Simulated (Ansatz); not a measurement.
Consider CsPbBr3 (Pm-3m).

```xyz
5
Lattice="5.8700 0.0000 0.0000 0.0000 5.8700 0.0000 0.0000 0.0000 5.8700" Properties=species:S:1:pos:R:3 pbc="T T T"
Cs    0.0000    0.0000    0.0000
Pb    2.9350    2.9350    2.9350
Br    0.0000    2.9350    2.9350
Br    2.9350    0.0000    2.9350
Br    2.9350    2.9350    0.0000
```

The cell and positions come from the Crystallography Open Database and are kept as given unless a step says otherwise. Spin-orbit coupling is left out unless a run names it.

Gaps computed with Ansatz 0.2.0 without a self-energy: PBE 1.53 eV, r2SCAN 1.90 eV and PBE0 2.74 eV.

Q: Estimate the G0W0@PBE gap with 4×4×4 mesh, 1018 empty bands, screening to 170 eV, PAW set soft_1 files.

About 2.66 eV: on its mesh the run moves the gap from 1.53 eV by +1.12 eV. Among the scalar-relativistic levels given, PBE0 is nearest (+0.08 eV). Bands and cutoff are finite, so the gap is not at the basis limit. The miss can reach some tenths of an eV and take either sign; the mesh is an error of its own. Where an edge is built on 6p states of lead, bismuth or thallium, scalar-relativistic gaps usually stand too wide, by a few tenths to over one eV. This is the ideal cubic cell; many perovskites, halides above all, are cubic only on average, and local tilts or off-centring can widen the gap. The many-body steps are scalar-relativistic: spin-orbit coupling is not in them.

[Paths, hosts, dates, memory and timing lines, banners, echoed tables and standing remarks are left out of the program output.]

[Logs are printed without paths, hosts, clocks, repeated set-up lines and the standing remarks that a program may print on its own settings, such as how far it seeks lower states.]

[Runs of the session that timed out or met a known fault of the program may be left out.]

[Cells called generated may have been cut or substituted from an entry of the Crystallography Open Database or the Materials Project.]

[Hosts, paths, dates, database ids (printed as entryN), source tags and the programs' standing remarks are cut or masked in the printed files.]
